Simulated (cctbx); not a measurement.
# Diagnosing a refinement

Cell a = 6.7550 Å, b = 6.8500 Å, c = 7.7980 Å, α = 89.11°, β = 68.57°, γ = 61.92°; space group P-1 (no. 2).

Simulated single-crystal data (cctbx): Mo Kα, λ = 0.71073 Å, to d = 0.84 Å, 50 % of the full sphere, strongest reflection 40000 counts, noise from counting, a 2 % proportional error and a noise floor of 15 counts (s.d.); no absorption, and some extinction, which the refinements don't model.

An isotropic refinement with weights 1/σ² prints:

```text
Rint 0.014, 768 unique reflections to 0.84 A
cycle     R1     wR2    GooF  max shift (A)
   1  0.0904  0.2243   8.636   0.09171
  12  0.0128  0.0345   1.327   0.00523
final R1 0.0128 wR2 0.0345 GooF 1.327  parameters 24  data/parameter 32.0
atom        x        y        z      Ueq    occ   su(xyz)  su(Uiso or U11)
Bi1    0.13682  0.11548  0.00217   0.0021  1.000  0.00003  0.0001
Br1    0.35240  0.17580  0.22681   0.0084  1.000  0.00010  0.0001
Br2    0.23432  0.43252  0.76985   0.0022  1.000  0.00009  0.0001
S1     0.87239  0.05202  0.29247   0.0054  1.000  0.00025  0.0003
S2     0.20919  0.75869  0.13127   0.0058  1.000  0.00025  0.0003
S3     1.02710  0.25421  0.22607   1.0000  1.000  0.01003  0.0520
difference map: max 0.56 min -0.81 rms 0.17
Q1    0.4989  0.4240  0.7069    2    0.56  1.64 A from Br2
Q2    0.2931  0.5668  0.5868    2    0.56  1.71 A from Br2
Q3    0.3332  0.6713  0.3538    2    0.56  2.15 A from S2
Q4    0.4084  0.4504  0.2763    2    0.55  2.15 A from Br1
Q5    0.4732  0.1156  0.2066    2    0.54  0.67 A from Br1
Q6    0.2045  0.4235  0.4159    2    0.53  1.86 A from Br1
```

Q: Accept it or mend it, and why?

Mend it. The fault: spurious atom: S3. Against the right model at the same level, R1 goes from 0.0122 to 0.0128 and GooF from 1.16 to 1.33 and S3 takes U = the program's ceiling. A site with no density behind it hides by a very large U or drifts. The fit had not settled when the cycles ran out.

The compound is BiS2Br2. The right model at the same level gives:

```text
Rint 0.014, 768 unique reflections to 0.84 A
cycle     R1     wR2    GooF  max shift (A)
   1  0.1643  0.3673  14.106   0.08189
   2  0.0122  0.0302   1.159   0.00001
final R1 0.0122 wR2 0.0302 GooF 1.159  parameters 20  data/parameter 38.4
atom        x        y        z      Ueq    occ   su(xyz)  su(Uiso or U11)
Bi1    0.13681  0.11548  0.00219   0.0021  1.000  0.00003  0.0001
Br1    0.35236  0.17582  0.22684   0.0084  1.000  0.00009  0.0001
Br2    0.23431  0.43253  0.76984   0.0022  1.000  0.00008  0.0001
S1     0.87242  0.05207  0.29245   0.0054  1.000  0.00022  0.0002
S2     0.20932  0.75868  0.13119   0.0058  1.000  0.00022  0.0002
difference map: max 0.49 min -0.84 rms 0.15
Q1    0.2892  0.5670  0.5891    2    0.52  1.69 A from Br2
Q2    0.2777  0.1537  0.2294    2    0.51  0.58 A from Br1
Q3    0.4533  0.1404  0.2038    2    0.51  0.56 A from Br1
Q4    0.1159  0.3789  0.8775    2    0.51  1.12 A from Br2
Q5    0.4093  0.4489  0.2714    2    0.51  2.14 A from Br1
Q6    0.0498  0.4103  0.7442    2    0.49  1.41 A from Br2
```

The model was made for the exercise: a known structure type with other elements put in, its volume estimated, not relaxed; displacement parameters are assumed.

[Middle refinement cycles are left out of these outputs.]

[Logs are printed without paths, hosts, clocks, repeated set-up lines and the standing remarks that a program may print on its own settings, such as how far it seeks lower states.]
